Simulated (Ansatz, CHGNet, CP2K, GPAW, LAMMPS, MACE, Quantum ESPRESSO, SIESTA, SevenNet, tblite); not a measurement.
## Amorphous 59Ga2O3-41P2O5 (mol %) (64 atoms): runs against a plane-wave reference

Density of this cell: 4.18 g/cm³. The cell holds 64 atoms: 13 Ga, 9 P and 42 O. Cell: a = 9.037 Å, b = 9.037 Å, c = 9.037 Å, α = 90.0°, β = 90.0°, γ = 90.0°. 64 atoms (13 Fe, 9 P, 42 O) placed at random at 3.33 g/cm³, melted at 5000 K for 10 ps at fixed volume with the Morse and Coulomb pair potential with partial charges (Pedone, Malavasi, Menziani, Cormack and Segre, J. Phys. Chem. B 110, 11780 (2006)). Quenched from 5000 K to 300 K at 100 K/ps and fixed volume, held 10 ps at zero pressure, then minimised at fixed cell. Then Fe was replaced by Ga and the cell scaled by 1.005 (the potential has no terms for the new elements, so the cell is a start for a DFT relaxation).

Geometry: as built.

The reference, a calculation:

```
method                                           : Kohn-Sham DFT, PBE, PAW, plane waves (Ansatz 0.2.0); cutoff 420 eV, Γ point, fermi-dirac smearing of 0.05 eV; PAW set soft_2
r.m.s. force component                           : 1.009 eV/Å
longest force                                    : 3.385 eV/Å
pressure                                         : -0.8518 GPa
gap (highest filled to lowest empty level) : 1.385 eV
SCF cycles                                       : 10
time                                             : 4.5 s on 8 threads of Arm Neoverse V2, shared host
CPU time                                         : 30 s
```

**Question.** The same geometry is run in other programs. How far does each lie from the reference, and what does it cost?
- GPAW PBE, LCAO szp(dzp), h 0.18 Å (GPAW 26.7.0; 1 thread)
- GPAW PBE, LCAO sz(dzp), h 0.18 Å (GPAW 26.7.0; 1 thread)
- SIESTA revPBE, PBE potentials, DZP, shift 0.01 Ry, mesh 500 Ry (SIESTA 5.4.2; 2 MPI ranks)
- CP2K PBE, DZVP-MOLOPT-SR, 300/50 Ry, OT CG (CP2K 2026.2; 2 threads)
- GPAW PBE, LCAO dzp, h 0.22 Å (GPAW 26.7.0; 1 thread)
- CHGNet 0.3.0 potential (CHGNet 0.3.0; 1 thread)
- QE PBE, sssp-1.3.0-efficiency, 60/480 Ry (Quantum ESPRESSO 7.5; 2 MPI ranks)
- CP2K PBE, SZV-MOLOPT-SR, 600/50 Ry, OT CG (CP2K 2026.2; 2 threads)
- SIESTA PBE, DZP, shift 0.01 Ry, mesh 700 Ry (SIESTA 5.4.2; 2 MPI ranks)
- SevenNet l3i5 potential (SevenNet l3i5; 1 thread)

Differences are against the plane-wave reference, forces as r.m.s. over components; share is that over the reference's r.m.s. force, slope the least-squares factor from reference forces to these. Total energies of different programs have different zeros and aren't compared.

| run | Δ force, r.m.s. (meV/Å) | share (%) | slope | Δ pressure (GPa) | Δ gap (eV) | cores | CPU time | memory (GiB) |
| --- | --- | --- | --- | --- | --- | --- | --- | --- |
| reference | - | - | - | - | - | 8 | 30 s | 1.0 |
| GPAW PBE, LCAO szp(dzp), h 0.18 Å (coarse) | 643 | 63.8 | 1.409 | - | -0.305 | 1 | 82 s | 1.2 |
| GPAW PBE, LCAO sz(dzp), h 0.18 Å (coarse) | 3074 | 305 | 3.142 | - | -0.697 | 1 | 37 s | 0.94 |
| SIESTA revPBE, PBE potentials, DZP, shift 0.01 Ry, mesh 500 Ry | 251 | 24.8 | 1.167 | 5.14 | -0.081 | 2 | 4.9 min | 1.9 |
| CP2K PBE, DZVP-MOLOPT-SR, 300/50 Ry, OT CG (coarse) | 1450 | 144 | 0.987 | 2.76 | -0.12 | 2 | 7.1 min | 0.72 |
| GPAW PBE, LCAO dzp, h 0.22 Å (coarse) | 537 | 53.3 | 1.311 | - | -0.224 | 1 | 58 s | 0.64 |
| CHGNet 0.3.0 potential | 169 | 16.7 | 0.910 | -0.563 | - | 1 | 3.6 s | 1.1 |
| QE PBE, sssp-1.3.0-efficiency, 60/480 Ry | 70.7 | 7.01 | 1.049 | 0.380 | -0.0097 | 2 | 9.7 min | 2.0 |
| CP2K PBE, SZV-MOLOPT-SR, 600/50 Ry, OT CG (coarse) | 3182 | 315 | 3.267 | 33.5 | -0.752 | 2 | 4.9 min | 1.0 |
| SIESTA PBE, DZP, shift 0.01 Ry, mesh 700 Ry | 273 | 27.0 | 1.192 | 2.80 | -0.179 | 2 | 6.6 min | 2.4 |
| SevenNet l3i5 potential | 76.9 | 7.63 | 0.954 | -0.485 | - | 1 | 9.4 s | 1.4 |

Rows marked coarse use a setting chosen to be so.

Times of the machine-learned potentials are mostly Python's start and the loading of weights.

CPU time is summed over cores on a shared host, where runs went side by side, so it is rough. Symmetry, cutoffs, thresholds, outputs and thread counts weren't matched or tuned between programs; memory under MPI is the largest rank's times the ranks.

PBE on plane waves or a grid with other potentials, cutoffs or grids, coarse settings apart, differs from the reference by 7.0 % (QE PBE, sssp-1.3.0-efficiency, 60/480 Ry) of the r.m.s. force; potentials, valence shells or grid differ, and the table alone doesn't part them (QE's 60 Ry are 816 eV, against the reference's 420 eV). The PBE run in local orbitals, coarse settings apart, differs by 27 % (SIESTA PBE, DZP, shift 0.01 Ry, mesh 700 Ry); basis, grid and potentials can all enter. Machine-learned potentials differ by 7.6 % (SevenNet l3i5 potential) to 17 % (CHGNet 0.3.0 potential); they were trained on other programs' data. Rows with another functional or a dispersion term differ by 25 % (SIESTA revPBE, PBE potentials, DZP, shift 0.01 Ry, mesh 500 Ry), which mixes the change of model with differences of basis and potentials, some of them made for another functional. Machine-learned potentials mimic data converged in k, so the reference's own k-point error enters their differences. The network of bonds at the start is that of the classical potential that made the cell, and needn't be the one that DFT or experiment would give. The electronic-structure runs sample only Γ, in a cell whose shortest periodic width is 9 Å.

[Long decimals in the printed logs are rounded to 6 places.]

[Logs are printed without paths, hosts, clocks, repeated set-up lines and the standing remarks that a program may print on its own settings, such as how far it seeks lower states.]

[Hosts, paths, dates, database ids (printed as entryN), source tags and the programs' standing remarks are cut or masked in the printed files.]
